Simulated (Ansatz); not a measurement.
# How fast states decay through NaLuSeO, part 2 of 2

A new crystal, NaLuSeO: structure, gap and complex bands. It is built by putting Se for part of the O in the NaLuO2 structure of space group R-3m, with the volume rescaled by atomic radii. The parent structure comes from the Materials Project.

Ansatz 0.2.0; LDA DFT, plane waves, PAW files (the session's first sound run).

So far, gap on the k-mesh (eV): step 3 (the bulk crystal and its band edges) 1.03.

The structure was built from a prototype and need not be the compound's stable phase.

## (4) Complex bands, plane (001)

This step: LDA DFT, plane waves, PAW files; complex bands by layer matching along the plane's normal (Ansatz 0.2.0).

The same crystal is laid in a cell whose first two vectors span the (001) plane (indices of the standard conventional cell, whose axes can be ordered otherwise than in the bulk input). At fixed energy and wavevector in the plane the solver finds all kz, real and complex. A few wavevectors are listed, (0, 0) and (0.5, 0) in units of the plane's reciprocal vectors; the slowest state needn't be among them.

input.yaml

```yaml
crystal:
  lattice:
    - [3.581413885, 0.0, 0.0]
    - [1.790706942, 3.101595406, 0.0]
    - [1.790706942, -1.033865135, 6.202256138]
  atoms:
    - { symbol: Na, position: [0.983770095, 0.0081149525, 0.0243448575] }
    - { symbol: Lu, position: [0.0354725026, 0.4822637487, 0.4467912461] }
    - { symbol: O, position: [0.4673547042, 0.7663226479, 0.2989679437] }
    - { symbol: Se, position: [0.5134026982, 0.2432986509, 0.7298959527] }
kpoints:
  mp_grid: { grid: [8, 8, 8] }
scf:
  occupations: { method: fixed }
hamiltonian:
  xc: lda
output:
  eigenvalues: true
  transmission:
    leads: [[0, 0]]
    kpoints: [[0.0, 0.0], [0.5, 0.0]]
    e_range: [-1.0, 2.03]
    de: 0.05
```

Started as:

```console
> ansatz run input.yaml --threads 2 --pin off --max-ram 4096MiB --backend cpu --events-out ev --progress --plain --runs-dir out
```

Numbers of over 12 decimals in the logs are rounded to 6 here.

The program printed:

```text
[...]
Crystal: 4 atoms, lattice volume = 68.895 Å³
Basis set: ecut = 420 eV, 1311 PW (Γ)
Bands: 34, of which v1, the nominal top of the filled ones, is band 28 counted from 1 (27 counted from 0)
Symmetry: 6 space group operations
[...]
k-points: 65 of 512 (time reversal used)
[...]
SCF iter   1: F=—  HF=-21904.162283 eV  |F-HF|=—  |Δ(HF+E_count)|=         —  Δρ=1.32e-2  dr2=1.18e-1  ethr=1.77e-3  ⟨swp⟩=5.1  Hψ=8371  notcnv=0  defer=214
[...]
SCF iter   8: F=-21904.130188 eV  HF=-21904.130188 eV  |F-HF|=2.08e-8  |Δ(HF+E_count)|=   2.51e-8  Δρ=8.61e-6  dr2=7.07e-8  ethr=1.79e-10  ⟨swp⟩=12.3  Hψ=12900  notcnv=0
SCF 1 converged in 8 iterations: F = -21904.130188 eV  dr2 = 7.07e-8
[...]
transmission: 10 of 20 steps passed
transmission: 20 of 20 steps passed
SCF converged after 8 iterations
Free energy (F): -21904.130188 eV
[...]
Internal energy: -21904.130188 eV  (E = F + TS)
E sigma→0 (E₀):  -21904.130188 eV
Fermi energy:    10.826466 eV
[...]
--- Band table (eV; the first three rows and the last of 65) ---
  k-point 0: bands = [... 24 lower, 6.7405, 8.7347, 10.8265, 10.8265, 11.8536, 14.1993, 14.1993, 14.3023, ... 2 higher]
  k-point 1: bands = [... 24 lower, 6.7420, 8.5247, 10.8198, 10.8198, 12.1077, 14.2057, 14.2057, 14.2776, ... 2 higher]
  k-point 2: bands = [... 24 lower, 6.7455, 8.0647, 10.8037, 10.8037, 12.6861, 14.2207, 14.2207, 14.2313, ... 2 higher]
  k-point 64: bands = [... 24 lower, 6.8403, 7.8232, 8.0377, 8.4098, 13.2400, 14.4692, 14.8746, 15.9362, ... 2 higher]
--- Transmission ---
  basis      : 91 plane waves across, 10 finite elements along
  points     : 2, as listed
  energies   : 61 from -1.000000 to 2.000000 eV about the Fermi level, 0.050000 eV apart; the leads are filled to 0.513554 eV, and channels, transmission and decay are at 0.500000 eV
  crystal 0  : O1Lu1Se1Na1, at the sites [0, 0], period 6.2023 Å: whole cells are its period
    offset         : up to 0.0000 Å between an atom of the period and one for which it stands
    channels       : 0.000000e0 a spin
    conductance    : none, the energies end too early or step too widely for 300 K: set another output.transmission.e_range or a lower de, or, where they end at an eighth of basis.ecutwfc, a higher one
    slowest decay  : 0.1592 /Å at (0.0000, 0.0000)
```

It took 25 s on 2 threads of AMD EPYC 7R43, shared host; peak memory 0.44 GiB; 37 s of CPU time.

Numbers from this step:

* level to which the leads are filled: 0.5136 eV from the Fermi level
* decay constant at the filling level, zone centre: 0.1592 Å⁻¹
* decay constant at the filling level, slowest listed point: 0.1592 Å⁻¹

K parallel (0, 0); values up to 1.5 1/Å, a degenerate pair printed once or twice; energies at which all values exceed this have no row. Table of Im kz of the slowest decaying states by energy, zero at the highest filled level on the SCF mesh:

```tsv
energy (eV)	decay 1 (Å⁻¹)	decay 2 (Å⁻¹)	decay 3 (Å⁻¹)	decay 4 (Å⁻¹)
-1.00	0.209	0.740	0.978	1.29
-0.85	0.214	0.711	0.966	1.28
-0.70	0.216	0.677	0.953	1.27
-0.55	0.216	0.634	0.941	1.26
-0.40	0.215	0.576	0.927	1.25
-0.25	0.211	0.490	0.914	1.24
-0.10	0.206	0.309	0.900	1.23
0.00	0.0222	0.201	0.890	1.22
0.05	0.198	0.294	0.885	1.22
0.20	0.188	0.472	0.870	1.21
0.35	0.175	0.549	0.855	1.20
0.50	0.159	0.596	0.839	1.19
0.65	0.138	0.629	0.822	1.18
0.80	0.110	0.653	0.805	1.17
0.95	0.0659	0.670	0.787	1.16
1.10	0.683	0.768	1.15	1.21
1.25	0.692	0.748	1.14	1.18
1.40	0.697	0.727	1.13	1.16
1.55	0.700	0.705	1.12	1.14
1.70	0.682	0.700	1.11	1.12
1.85	0.657	0.697	1.10	1.10
2.00	0.630	0.691	1.07	1.09
```

K parallel (0.5, 0); values up to 1.5 1/Å, a degenerate pair printed once or twice; energies at which all values exceed this have no row. Im kz of the slowest decaying states against energy, zero at the highest filled level on the SCF mesh:

```tsv
energy (eV)	decay 1 (Å⁻¹)	decay 2 (Å⁻¹)	decay 3 (Å⁻¹)	decay 4 (Å⁻¹)
-1.00	0.466	0.626	0.897	-
-0.85	0.470	0.735	0.892	-
-0.70	0.473	0.806	0.887	-
-0.55	0.475	0.862	0.881	-
-0.40	0.475	0.876	0.909	-
-0.25	0.474	0.871	0.952	1.49
-0.10	0.472	0.867	0.993	1.48
0.00	0.470	0.864	1.02	1.47
0.05	0.468	0.862	1.03	1.47
0.20	0.463	0.858	1.08	1.45
0.35	0.457	0.854	1.13	1.44
0.50	0.449	0.851	1.19	1.42
0.65	0.440	0.848	1.28	1.40
0.80	0.429	0.846	1.38	1.41
0.95	0.385	0.445	0.845	1.36
1.10	0.341	0.457	0.846	1.31
1.25	0.295	0.462	0.848	1.23
1.40	0.241	0.463	0.854	1.17
1.55	0.164	0.463	0.864	1.13
1.70	0.461	0.882	1.09	1.21
1.85	0.458	0.919	1.06	1.15
2.00	0.454	1.02	1.03	1.44
```

At +0.50 eV, the grid energy nearest the filling level (the middle of the gap on the SCF mesh), the slowest state at the listed wavevectors decays with κ = 0.159 Å⁻¹, its amplitude falling by e over 6.3 Å. Through 1 nm of this crystal that state's transmission falls by exp(−2 × 0.159 Å⁻¹ × 10 Å) = 0.041.

## (5) Decay over the two-dimensional zone

The listed points could miss the slowest state, so one energy near mid-gap is solved on a mesh of 12×12.

input.yaml, as its differences from that of step 4:

```diff
@@ -18,6 +18,2 @@
   eigenvalues: true
-  transmission:
-    leads: [[0, 0]]
-    kpoints: [[0.0, 0.0], [0.5, 0.0]]
-    e_range: [-1.0, 2.03]
-    de: 0.05
+  transmission: { leads: [[0, 0]], kmesh: [12, 12], e_range: [0.51, 0.52], de: 0.05 }
```

The program printed:

```text
[...]
Crystal: 4 atoms, lattice volume = 68.895 Å³
Basis set: ecut = 420 eV, 1311 PW (Γ)
Bands: 34, of which v1, the nominal top of the filled ones, is band 28 counted from 1 (27 counted from 0)
Symmetry: 6 space group operations
[...]
k-points: 65 of 512 (time reversal used)
[...]
SCF iter   1: F=—  HF=-21904.162283 eV  |F-HF|=—  |Δ(HF+E_count)|=         —  Δρ=1.32e-2  dr2=1.18e-1  ethr=1.77e-3  ⟨swp⟩=5.1  Hψ=8371  notcnv=0  defer=214
[...]
SCF iter   8: F=-21904.130188 eV  HF=-21904.130188 eV  |F-HF|=2.08e-8  |Δ(HF+E_count)|=   2.51e-8  Δρ=8.61e-6  dr2=7.07e-8  ethr=1.79e-10  ⟨swp⟩=12.3  Hψ=12900  notcnv=0
SCF 1 converged in 8 iterations: F = -21904.130188 eV  dr2 = 7.07e-8
[...]
transmission: 27 of 171 steps passed
transmission: 54 of 171 steps passed
[...]
transmission: 171 of 171 steps passed
SCF converged after 8 iterations
Free energy (F): -21904.130188 eV
[...]
Internal energy: -21904.130188 eV  (E = F + TS)
E sigma→0 (E₀):  -21904.130188 eV
Fermi energy:    10.826466 eV
[...]
--- Band table (eV; the first three rows and the last of 65) ---
  k-point 0: bands = [... 24 lower, 6.7405, 8.7347, 10.8265, 10.8265, 11.8536, 14.1993, 14.1993, 14.3023, ... 2 higher]
  k-point 1: bands = [... 24 lower, 6.7420, 8.5247, 10.8198, 10.8198, 12.1077, 14.2057, 14.2057, 14.2776, ... 2 higher]
  k-point 2: bands = [... 24 lower, 6.7455, 8.0647, 10.8037, 10.8037, 12.6861, 14.2207, 14.2207, 14.2313, ... 2 higher]
  k-point 64: bands = [... 24 lower, 6.8403, 7.8232, 8.0377, 8.4098, 13.2400, 14.4692, 14.8746, 15.9362, ... 2 higher]
--- Transmission ---
  basis      : 91 plane waves across, 9 finite elements along
  points     : 19, standing for a mesh of 12 x 12
  energies   : 1 from 0.510000 to 0.510000 eV about the Fermi level; the leads are filled to 0.513554 eV, and channels, transmission and decay are at 0.510000 eV
[...]
channels       : 0.000000e0 a spin
    conductance    : none, crystal 0 has no channel at the energies, or these end too early or step too widely for 300 K: set another output.transmission.e_range or a lower de, or, where they end at an eighth of basis.ecutwfc, a higher one
    slowest decay  : 0.1580 /Å at (0.0000, 0.0000)
```

Run time: 17 s. Hardware: 2 threads; peak memory 0.46 GiB; 32 s of CPU time.

Numbers from this step:

```yaml
least_decay_constant_on_the_mesh: 0.158 Å⁻¹
```

Slowest decay constant (1/Å; 0 where a channel is open) over k1 and k2. At 0.5100 eV from the Fermi level.

Values, 12 rows by 12 columns:
```
0.437 0.512 0.549 0.549 0.512 0.437 0.400 0.408 0.438 0.438 0.408 0.400
0.466 0.549 0.634 0.549 0.466 0.408 0.393 0.404 0.429 0.404 0.393 0.408
0.512 0.549 0.549 0.512 0.438 0.404 0.402 0.415 0.415 0.402 0.404 0.438
0.466 0.512 0.466 0.438 0.429 0.415 0.354 0.311 0.354 0.415 0.429 0.438
0.437 0.437 0.408 0.404 0.415 0.311 0.218 0.218 0.311 0.415 0.404 0.408
0.449 0.400 0.393 0.402 0.354 0.218 0.158 0.218 0.354 0.402 0.393 0.400
0.437 0.408 0.404 0.415 0.311 0.218 0.218 0.311 0.415 0.404 0.408 0.437
0.466 0.438 0.429 0.415 0.354 0.311 0.354 0.415 0.429 0.438 0.466 0.512
0.512 0.438 0.404 0.402 0.415 0.415 0.402 0.404 0.438 0.512 0.549 0.549
0.466 0.408 0.393 0.404 0.429 0.404 0.393 0.408 0.466 0.549 0.634 0.549
0.437 0.400 0.408 0.438 0.438 0.408 0.400 0.437 0.512 0.549 0.549 0.512
0.449 0.437 0.466 0.512 0.466 0.437 0.449 0.437 0.466 0.512 0.466 0.437
```
Columns: k1 (b1) from -0.5 to 0.417; rows upwards: k2 (b2) from -0.5 to 0.417.

The least value on the mesh is 0.158 Å⁻¹ at +0.51 eV. At that energy the listed points give about 0.158 Å⁻¹ by interpolation, so the mesh holds no clearly slower state.

## (6) Complex bands, plane (101)

The same for the (101) plane, at (0, 0) and (0.5, 0), to see how the decay depends on direction.

input.yaml

```yaml
crystal:
  lattice:
    - [6.537850539, 0.0, 0.0]
    - [0.98094361, 3.444455697, 0.0]
    - [0.98094361, 1.5825468, 3.059382401]
  atoms:
    - { symbol: Na, position: [0.9756551425, 0.0081149525, 0.0081149525] }
    - { symbol: Lu, position: [0.5532087539, 0.4822637487, 0.4822637487] }
    - { symbol: O, position: [0.7010320563, 0.7663226479, 0.7663226479] }
    - { symbol: Se, position: [0.2701040473, 0.2432986509, 0.2432986509] }
kpoints:
  mp_grid: { grid: [8, 8, 8] }
scf:
  occupations: { method: fixed }
hamiltonian:
  xc: lda
output:
  eigenvalues: true
  transmission:
    leads: [[0, 0]]
    kpoints: [[0.0, 0.0], [0.5, 0.0]]
    e_range: [-1.0, 2.03]
    de: 0.05
```

The program printed:

```text
[...]
Crystal: 4 atoms, lattice volume = 68.895 Å³
Basis set: ecut = 420 eV, 1311 PW (Γ)
Bands: 34, of which v1, the nominal top of the filled ones, is band 28 counted from 1 (27 counted from 0)
Symmetry: 6 space group operations
[...]
k-points: 65 of 512 (time reversal used)
[...]
SCF iter   1: F=—  HF=-21904.162348 eV  |F-HF|=—  |Δ(HF+E_count)|=         —  Δρ=1.32e-2  dr2=1.18e-1  ethr=1.77e-3  ⟨swp⟩=5.1  Hψ=8367  notcnv=0  defer=217
[...]
SCF iter   8: F=-21904.130188 eV  HF=-21904.130188 eV  |F-HF|=1.97e-8  |Δ(HF+E_count)|=   3.66e-8  Δρ=8.91e-6  dr2=7.30e-8  ethr=1.79e-10  ⟨swp⟩=12.4  Hψ=13067  notcnv=0
SCF 1 converged in 8 iterations: F = -21904.130188 eV  dr2 = 7.30e-8
[...]
transmission: 6 of 12 steps passed
transmission: 12 of 12 steps passed
SCF converged after 8 iterations
Free energy (F): -21904.130188 eV
[...]
Internal energy: -21904.130188 eV  (E = F + TS)
E sigma→0 (E₀):  -21904.130188 eV
Fermi energy:    10.826468 eV
[...]
--- Band table (eV; the first three rows and the last of 65) ---
  k-point 0: bands = [... 24 lower, 6.7405, 8.7347, 10.8265, 10.8265, 11.8536, 14.1993, 14.1993, 14.3023, ... 2 higher]
  k-point 1: bands = [... 24 lower, 6.8056, 8.7768, 9.7752, 10.5460, 12.3525, 13.9010, 14.5710, 14.8203, ... 2 higher]
  k-point 2: bands = [... 24 lower, 6.9165, 8.0210, 8.8825, 10.0666, 13.0241, 13.5792, 15.2550, 15.2814, ... 2 higher]
  k-point 64: bands = [... 24 lower, 6.7507, 7.4058, 10.7813, 10.7813, 13.5071, 14.2413, 14.2413, 14.3005, ... 2 higher]
--- Transmission ---
  basis      : 189 plane waves across, 6 finite elements along
  points     : 2, as listed
[...]
crystal 0  : Na1Se1Lu1O1, at the sites [0, 0], period 3.0594 Å: whole cells are its period
[...]
channels       : 0.000000e0 a spin
[...]
slowest decay  : 0.1151 /Å at (0.0000, 0.0000)
```

Wall time 76 s (2 threads); peak memory 0.64 GiB.

This step gave:

```yaml
decay_constant_at_the_filling_level_zone_centre: 0.1152 Å⁻¹
decay_constant_at_the_filling_level_slowest_listed_point: 0.1151 Å⁻¹
```

K parallel (0, 0); values up to 1.5 1/Å, a degenerate pair printed once or twice; energies at which all values exceed this have no row. Im kz of the slowest decaying states against energy, zero at the highest filled level on the SCF mesh:

```tsv
energy (eV)	decay 1 (Å⁻¹)	decay 2 (Å⁻¹)	decay 3 (Å⁻¹)	decay 4 (Å⁻¹)
-1.00	0.429	0.514	0.571	0.920
-0.85	0.446	0.521	0.555	0.928
-0.70	0.461	0.528	0.538	0.932
-0.55	0.473	0.521	0.534	0.934
-0.40	0.483	0.503	0.539	0.935
-0.25	0.485	0.491	0.544	0.935
-0.10	0.466	0.498	0.548	0.933
0.00	0.00387	0.00663	0.453	0.502
0.05	0.0441	0.0979	0.446	0.504
0.20	0.0838	0.187	0.426	0.508
0.35	0.104	0.237	0.404	0.511
0.50	0.115	0.272	0.381	0.514
0.65	0.117	0.298	0.358	0.515
0.80	0.106	0.317	0.335	0.516
0.95	0.0712	0.314	0.331	0.516
1.10	0.296	0.342	0.517	0.563
1.25	0.283	0.349	0.517	0.562
1.40	0.275	0.353	0.517	0.559
1.55	0.269	0.355	0.517	0.553
1.70	0.264	0.354	0.516	0.542
1.85	0.260	0.351	0.511	0.518
2.00	0.257	0.345	0.428	0.503
```

K parallel (0, 0). Re kz of states that move upwards against energy, zero at the highest filled level on the SCF mesh:

```tsv
energy (eV)	channel 1 (Å⁻¹)	channel 2 (Å⁻¹)
-1.00	-0.688	-0.248
-0.90	-0.606	-0.231
-0.80	-0.538	-0.213
-0.70	-0.478	-0.196
-0.60	-0.423	-0.178
-0.50	-0.371	-0.159
-0.40	-0.320	-0.139
-0.30	-0.267	-0.118
-0.15	-0.180	-0.0803
-0.05	-0.100	-0.0451
0.00	-	-
0.05	-	-
0.15	-	-
0.25	-	-
0.35	-	-
0.45	-	-
0.55	-	-
0.65	-	-
0.75	-	-
0.85	-	-
0.95	-	-
1.05	0.0422	-
1.15	0.105	-
1.30	0.171	-
1.40	0.210	-
1.50	0.247	-
1.60	0.283	-
1.70	0.318	-
1.80	0.353	-
1.90	0.388	-
2.00	0.425	-
```

K parallel (0.5, 0); values up to 1.5 1/Å, a degenerate pair printed once or twice; energies at which all values exceed this have no row. Im kz of the slowest decaying states against energy, zero at the highest filled level on the SCF mesh:

```tsv
energy (eV)	decay 1 (Å⁻¹)	decay 2 (Å⁻¹)	decay 3 (Å⁻¹)	decay 4 (Å⁻¹)
-1.00	0.411	0.525	0.751	0.905
-0.90	0.419	0.527	0.742	0.909
-0.75	0.429	0.530	0.729	0.912
-0.65	0.435	0.531	0.720	0.913
-0.50	0.443	0.532	0.706	0.914
-0.40	0.447	0.532	0.696	0.913
-0.30	0.450	0.532	0.687	0.912
-0.15	0.454	0.531	0.672	0.910
-0.05	0.455	0.530	0.662	0.908
0.00	0.0470	0.0969	0.456	0.529
0.10	0.0827	0.168	0.457	0.528
0.20	0.106	0.212	0.457	0.526
0.30	0.123	0.245	0.456	0.524
0.45	0.144	0.282	0.453	0.520
0.55	0.155	0.301	0.451	0.517
0.70	0.169	0.323	0.446	0.512
0.80	0.176	0.335	0.442	0.508
0.90	0.183	0.345	0.437	0.503
1.05	0.191	0.357	0.429	0.495
1.15	0.195	0.362	0.422	0.488
1.30	0.200	0.369	0.412	0.472
1.40	0.202	0.371	0.407	0.454
1.50	0.203	0.373	0.408	0.409
1.65	0.128	0.204	0.373	0.461
1.75	0.203	0.371	0.445	0.490
1.90	0.200	0.368	0.419	0.481
2.00	0.196	0.364	0.400	0.471
```

At the listed wavevectors the last open channel is at -0.05 eV and the next at +1.05 eV on the grid. At +0.50 eV, the grid energy nearest the filling level (the middle of the gap on the SCF mesh), the slowest state at the listed wavevectors decays with κ = 0.115 Å⁻¹, its amplitude falling by e over 8.7 Å; the first such run, plane (001), gave 0.159 Å⁻¹.

## (7) Results

| Property | Result |
| --- | --- |
| band gap | 1.03 eV |
| least decay constant at mid-gap, normal to (001) | 0.159 Å⁻¹ |
| least decay constant at mid-gap, normal to (101) | 0.115 Å⁻¹ |
| least decay constant on a mesh, normal to (001) | 0.158 Å⁻¹ |

With LDA, the slowest decay at the wavevectors tried is κ = 0.115 Å⁻¹, normal to (101). Through such a film the transmission near mid-gap falls as exp(−2κd), a factor of ten every 10 Å. The decay depends on direction: 1.4 times faster normal to (001). A free electron under a barrier of half the gap would need a mass of 0.098 mₑ to decay at this rate. The compound is made up by substitution; its stability against other phases and against distortions of the cell's symmetry was not tested. A semilocal functional narrows gaps, so real decay constants are likely larger.

[Logs are printed without paths, hosts, clocks, repeated set-up lines and the standing remarks that a program may print on its own settings, such as how far it seeks lower states.]

[Hosts, paths, dates, database ids (printed as entryN), source tags and the programs' standing remarks are cut or masked in the printed files.]
